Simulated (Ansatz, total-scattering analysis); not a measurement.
## amorphous 18ZrO2-82SiO2 (mol %): neutron weights and totals by hand

A simulated model of amorphous 18ZrO2-82SiO2 (mol %) at 300 K, fixed volume (mean pressure 2.9 GPa), from ab initio molecular dynamics with Ansatz (PBE, plane waves, PAW set soft_1, Langevin thermostat, no spin, fixed volume). The average runs over 1.70 ps of 66 atoms, so shells between rare elements are rough. Mean temperature 345 K, largest m.s.d. 0.09 Å², energy drift +0 meV an atom (last third less first, no steady trend), Langevin friction 2 ps⁻¹; the first quarter of the run is discarded. Preparation: atoms packed at random with minimum distances, then 1.8 ps at 3200 K, 1.8 ps at 1980 K and 1.8 ps at 1060 K with a cheaper basis and a friction of 10 ps⁻¹ (mean temperature of the first stage 3316 K), too short to forget the start in full. So short a stretch relaxes bonds and nearest shells but still remembers its start. It is rigid on the time of the run. A cell quenched within picoseconds keeps more over- and under-coordinated atoms than a real glass or film, so this is a model of such a quench. Atom fractions Si 0.2727, Zr 0.0606, O 0.6667; masses Si 28.085, Zr 91.224, O 15.999 u; density 2.6680 g/cm³; coherent lengths Si 4.15071, Zr 7.16, O 5.8037 fm. Faber–Ziman partials at a few Q:

| Q (Å⁻¹) | S O–O | S Si–O | S Zr–O | S Si–Zr | S Si–Si | S Zr–Zr |
| --- | --- | --- | --- | --- | --- | --- |
| 3.00 | 1.960 | -0.664 | 1.255 | 0.514 | 1.639 | 0.438 |
| 4.50 | 0.766 | 1.644 | 1.258 | 1.077 | 1.429 | 0.138 |
| 5.10 | 1.400 | 1.653 | 0.476 | 0.751 | 1.460 | 1.318 |

The pair function g(SiO), r in Å, every 0.06 Å up to its first minimum: 1.53 0.79, 1.59 14.94, 1.65 21.85, 1.71 5.64, 1.77 0.76, 1.83 0.17, 1.89 0.03.

**Tasks.** (a) The number density. (b) The neutron weights. (c) The neutron S(Q) at the listed Q. (d) The number of O around Si.

(a) The mean mass is 0.2727×28.085 + 0.0606×91.224 + 0.6667×15.999 = 23.853 u, so ρ₀ = 2.6680/(23.853 × 1.66054) = 0.06736 Å⁻³.

(b) ⟨b⟩ = 0.2727×4.15071 + 0.0606×7.16 + 0.6667×5.8037 = 5.435 fm. The weight of a pair is ci cj bi bj (2 − δij)/⟨b⟩²: O–O 0.507, Si–O 0.297, Zr–O 0.114, Si–Zr 0.033, Si–Si 0.043, Zr–Zr 0.006; they sum to 1.000.

(c) S = 1 + Σ w (Sij − 1). At 3.00 Å⁻¹: 1 + 0.487 − 0.493 + 0.029 − 0.016 + 0.028 − 0.004 = 1.031; O–O pushes up most; Si–O pulls down most. At 4.50 Å⁻¹: 1 − 0.119 + 0.191 + 0.029 + 0.003 + 0.019 − 0.005 = 1.118; Si–O pushes up most; O–O pulls down most. At 5.10 Å⁻¹: 1 + 0.203 + 0.194 − 0.060 − 0.008 + 0.020 + 0.002 = 1.351; O–O pushes up most; Zr–O pulls down most.

(d) n = 4πρ₀ c(O) Σ r² g Δr. The sum Σ r² g over the listed points is 118.7 Å², so n = 4π × 0.06736 × 0.6667 × 118.7 × 0.06 = 4.02; counting pairs in the frames up to 2.08 Å gives 4.00; the coarse grid accounts for the difference. By balance, each O has n c(Si)/c(O) = 1.64 Si.
